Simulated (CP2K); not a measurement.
Silylketene has these distinct C atoms: C2 (bonded to C and O) and C3 (bonded to C, Si and H).

```xyz
8

O     2.5253   -1.0706    0.4676
C     1.6678   -0.2906    0.2699
C     0.6660    0.5325    0.0456
Si   -1.0765   -0.0805   -0.1497
H     0.8897    1.5977   -0.0169
H    -1.9264    1.1181   -0.3798
H    -1.2015   -1.0103   -1.3078
H    -1.5444   -0.7963    1.0711
```

Their partial C K spectra (CP2K XAS_TDP, all-electron GAPW, PBEh(45%), aug-pc-1, TDA, GW2X-corrected core level, no relativity) are given in random order, each times the number of alike atoms.

Gaussian full width 0.5 eV, oscillator strength per eV, alike atoms added, rows of zeros left out:

| E (eV) | curve 1 | curve 2 |
| --- | --- | --- |
| 286.75 | 0.001 | 0.000 |
| 287.00 | 0.001 | 0.000 |
| 287.25 | 0.002 | 0.000 |
| 287.50 | 0.020 | 0.000 |
| 287.75 | 0.046 | 0.000 |
| 288.00 | 0.027 | 0.000 |
| 288.25 | 0.004 | 0.001 |
| 288.50 | 0.001 | 0.025 |
| 288.75 | 0.001 | 0.111 |
| 289.00 | 0.001 | 0.128 |
| 289.25 | 0.002 | 0.038 |
| 289.50 | 0.015 | 0.003 |
| 289.75 | 0.036 | 0.000 |
| 290.00 | 0.053 | 0.000 |
| 290.25 | 0.050 | 0.000 |
| 290.50 | 0.020 | 0.000 |
| 290.75 | 0.010 | 0.011 |
| 291.00 | 0.014 | 0.076 |
| 291.25 | 0.015 | 0.134 |
| 291.50 | 0.027 | 0.060 |
| 291.75 | 0.039 | 0.007 |
| 292.00 | 0.041 | 0.000 |
| 292.25 | 0.032 | 0.000 |
| 292.50 | 0.016 | 0.000 |
| 292.75 | 0.006 | 0.000 |
| 293.00 | 0.003 | 0.000 |
| 293.25 | 0.004 | 0.000 |
| 293.50 | 0.010 | 0.000 |
| 293.75 | 0.016 | 0.001 |
| 294.00 | 0.019 | 0.001 |
| 294.25 | 0.018 | 0.000 |
| 294.50 | 0.021 | 0.000 |
| 294.75 | 0.022 | 0.000 |
| 295.00 | 0.015 | 0.001 |
| 295.25 | 0.017 | 0.003 |

Question: Which curve belongs to which atom?

Curve 1: C3 (bonded to C, Si and H), leading line at 287.78 eV (f = 0.025 an atom), ionisation energy 291.19 eV, term value 3.41 eV. Curve 2: C2 (bonded to C and O), leading line at 288.90 eV (f = 0.077 an atom), ionisation energy 296.27 eV, term value 7.37 eV. The leading line of an atom is its first one with 35 % of the strongest within 2.5 eV of its lowest line over the strength cut. A line lies at the core ionisation energy, which rises as an atom loses charge to its neighbours or to a π system, less the term value, which is large for a low π* or σ* orbital with weight on that atom.

[Banner, clock and machine lines of the logs are left out without a mark of their own.]

[Logs are printed without paths, hosts, clocks, repeated set-up lines and the standing remarks that a program may print on its own settings, such as how far it seeks lower states.]

[Hosts, paths, dates, database ids (printed as entryN), source tags and the programs' standing remarks are cut or masked in the printed files.]
